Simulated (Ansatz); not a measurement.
# Phonons of SiC (Moissanite 3C, F-43m) against volume, part 3 of 3

Aim: how do the optical modes of SiC (Moissanite 3C, F-43m) move with volume?

Ansatz 0.2.0; DFT LDA, scalar-relativistic, plane waves, PAW; PAW set soft_1.

So far, mean static dielectric tensor (ions relaxed, fixed cell): step 4 (zone-centre response at rest) 10.3; step 6 (volume ratio 1.06) 10.6.

### Step 7. Ground state of a member: 0.9 times the volume at rest

The cell is set to 0.9 times the volume at rest; symmetry leaves nothing else free, so this is a single point.

input.yaml

```yaml
crystal:
  lattice:
    - [0.0, 2.0898347252, 2.0898347252]
    - [2.0898347252, 0.0, 2.0898347252]
    - [2.0898347252, 2.0898347252, 0.0]
  atoms:
    - { symbol: C, position: [0.75, 0.75, 0.75] }
    - { symbol: Si, position: [0.0, 0.0, 0.0] }
kpoints:
  mp_grid: { grid: [12, 12, 12] }
hamiltonian:
  xc: lda
  pseudopotentials: { kind: paw, azcp: { folder: soft_1 }, xc_functional: pbe }
scf:
  occupations: { method: gaussian, width: 0.02 }
output:
  forces: true
  stress: true
  eigenvalues: true
```

Run with:

```bash
$ ansatz run input.yaml --threads 4 --pin off --max-ram 10240MiB --backend cpu --events-out ev --progress --plain --runs-dir out
```

Numbers of over 12 decimals in the logs are rounded to 6 here.

Log:

```text
[...]
Crystal: 2 atoms, lattice volume = 18.254 Å³
Basis set: ecut = 420 eV, 339 PW (Γ)
Bands: 8, of which v1, the nominal top of the filled ones, is band 4 counted from 1 (3 counted from 0)
Symmetry: 24 space group operations
[...]
k-points: 72 of 1728 (time reversal used)
[...]
Free energy (F): -852.032715 eV
[...]
Internal energy: -852.032715 eV  (E = F + TS)
E sigma→0 (E₀):  -852.032715 eV
Fermi energy:    11.495146 eV
[...]
--- Stress (GPa, compression-positive) ---
       29.646554       0.000000      -0.000000
        0.000000      29.646554       0.000000
       -0.000000       0.000000      29.646554
  P = ⅓ Tr σ = 29.6466 GPa (296.466 kbar)
--- Band table (eV; the first three rows and the last of 72) ---
[...]
[key lines of the parts left out:]
SCF converged after 7 iterations
```

Run time: 0.59 s. Hardware: 4 threads of Arm Neoverse V1, shared host; peak memory 0.26 GiB; 1.8 s of CPU time.

This step gave:

```yaml
pressure: 29.65 GPa
gap_on_the_k_mesh: 1.202 eV
volume_per_atom: 9.127 Å³
```

The forces vanish by symmetry, at a pressure of 29.65 GPa.

### Step 8. Zone-centre modes of the member: 0.9 times the volume at rest

The zone-centre modes follow for 0.9 times the volume at rest, with the response to a field.

input.yaml: that of step 7 with these lines changed.

```diff
@@ -14,6 +14,8 @@
 scf:
-  occupations: { method: gaussian, width: 0.02 }
+  occupations: { method: fixed }
 output:
-  forces: true
-  stress: true
   eigenvalues: true
+phonons:
+  method: dfpt
+  dielectric: true
+  rigid_motions: translations
```

Log:

```text
[...]
Crystal: 2 atoms, lattice volume = 18.254 Å³
Basis set: ecut = 420 eV, 339 PW (Γ), exchange–correlation on 40×40×40 points (8 copies of the dense FFT grid, shifted against one another)
Bands: 8, of which v1, the nominal top of the filled ones, is band 4 counted from 1 (3 counted from 0)
Symmetry: 24 space group operations
k-points: 280 of 1728 (irreducible under 4 space group operations, time reversal used)
[...]
optical modes at Γ + LO–TO along q̂ = [1.0000, 0.0000, 0.0000]:
      ω (cm⁻¹)  modes    IR ((D/Å)²/amu)
[...]
optical modes at Γ + LO–TO along q̂ = [0.0000, 1.0000, 0.0000]:
      ω (cm⁻¹)  modes    IR ((D/Å)²/amu)
        899.03      2            43.1190
       1088.13      1            21.5595
  optical modes at Γ + LO–TO along q̂ = [0.0000, 0.0000, 1.0000]:
      ω (cm⁻¹)  modes    IR ((D/Å)²/amu)
        899.03      2            43.1190
       1088.13      1            21.5595
[key lines of the parts left out:]
SCF converged after 8 iterations
Free energy (F): -852.032716 eV
Fermi energy:    10.893901 eV
```

Elapsed: 9.4 s, on 4 threads; peak memory 0.48 GiB.

Numbers from this step:

```
sum-rule residual before enforcement                    : 3.93e-5 eV/Å²
miss of the charge sum rule                             : 3.66e-4 e
estimated error of the dielectric tensor                : 0.01804
estimated error of the Born charges                     : 0.009172 e
highest optical mode at the zone centre (no LO-TO term) : 899.0 cm⁻¹
lowest optical zone-centre mode                         : 899.0 cm⁻¹
mean high-frequency dielectric constant                 : 6.704
largest Born charge (third of the trace)                : -2.804 e
mean static dielectric constant                         : 9.820
top of the zone-centre spectrum with the field          : 1088 cm⁻¹
```

Without the LO-TO term. Patterns of degenerate modes are one choice out of their space. The modes at Γ (shares of kinetic energy by element, %):

```tsv
mode	frequency (cm⁻¹)	symmetry	C %	Si %
1	0.0	acoustic	30	70
2	0.0	acoustic	30	70
3	0.0	acoustic	30	70
4	899.0	T2	70	30
5	899.0	T2	70	30
6	899.0	T2	70	30
```

Transverse modes. Infrared lines, with heights relative to the strongest:

```tsv
position (cm⁻¹)	label	relative intensity
899	T2	100
```

The optical mode without the LO-TO term lies at 899.0 cm⁻¹.

Between step 4 and this run (volume ratio 0.9) the value for the mean static dielectric tensor (ions relaxed, fixed cell) moves from 10.3 to 9.82 (-5 %).

### Step 9. All members side by side

The members are set side by side, also those not shown above.

Each row is one cell with its response, relaxed at fixed volume as far as symmetry leaves anything free; energies are extrapolated to zero smearing, and E0 is that at rest; shape and atoms are relaxed in each cell where symmetry leaves them free. State of the crystal along the series:

```tsv
volume ratio	V (Å³/atom)	pressure (GPa)	E - E0 (meV/atom)	gap on mesh (eV)	ε∞	ε0	largest Born charge in size, a third of the trace (e)	top mode with the field, highest of q along x, y and z (cm⁻¹)
0.9	9.127	29.65	86.21	1.202	6.704	9.82	2.804	1088
0.92	9.33	22.5	53.27	1.224	6.742	9.912	2.789	1064
0.94	9.533	16.03	28.97	1.244	6.782	10.01	2.775	1040
0.96	9.736	10.16	12.44	1.263	6.826	10.1	2.76	1017
0.98	9.938	4.831	3.022	1.283	6.872	10.2	2.746	994.7
0.99	10.04	2.356	0.7459	1.292	6.896	10.25	2.739	983.9
1	10.14	-4.45e-5	0	1.301	6.92	10.3	2.731	973.3
1.02	10.34	-4.382	2.826	1.317	6.972	10.4	2.717	952.7
1.04	10.55	-8.358	10.93	1.333	7.027	10.51	2.702	932.8
1.06	10.75	-11.96	23.82	1.348	7.084	10.61	2.688	913.5
```

Without the LO-TO term; each mode is tracked from rest by its pattern, and modes that stay within 0.3 cm⁻¹ of each other stand once; shape and atoms are relaxed in each cell where symmetry leaves them free. Optical modes along the series:

```tsv
V (Å³/atom)	mode 4 T2 (cm⁻¹)
9.127	899
9.33	877
9.533	856
9.736	835.8
9.938	816.4
10.04	807
10.14	797.8
10.34	780
10.55	762.8
10.75	746.4
```

From cubic fits (parabolas where under five rows exist) of ln ω and P against ln V through the rows within about 4 % of rest: γ = −d ln ω / d ln V and dω/dP = γ ω / B. Slopes at rest:

```tsv
mode	fitted frequency at rest (cm⁻¹)	Grüneisen parameter γ	dω/dP (cm⁻¹/GPa)
mode 4 T2	797.8	1.14	3.96
longitudinal mode	973.3	1.08	4.56
```

### Step 10. What came out

- members: 10
- highest optical mode at the zone centre (no LO-TO term), at rest: 797.8 cm⁻¹
- bulk modulus at rest: 230 GPa
- mode 4 T2, γ: 1.14
- longitudinal mode, γ: 1.08

What this shows: The series spans -12.0 to 29.6 GPa, and the slope at rest gives a bulk modulus of 230 GPa. The transverse optical mode has γ = 1.14 and moves by 4.0 cm⁻¹ for each GPa, the longitudinal one has γ = 1.08 and moves by 4.6. ε∞ is 6.92 at rest, with d ln ε∞ / d ln V = 0.36. One k mesh and one cutoff serve the ground states and modes of all volumes; the field response picks its own mesh. These are harmonic frequencies at zero temperature: anharmonic shifts, linewidths and thermal expansion are left out. The PAW files were made for PBE; the program adapts parts of them to the functional of the run, but their partial waves stay those of PBE, an approximation that was not tested in this session. Only the zone centre was solved, so an instability at another wavevector cannot show here.

[Logs are printed without paths, hosts, clocks, repeated set-up lines and the standing remarks that a program may print on its own settings, such as how far it seeks lower states.]

[Hosts, paths, dates, database ids (printed as entryN), source tags and the programs' standing remarks are cut or masked in the printed files.]
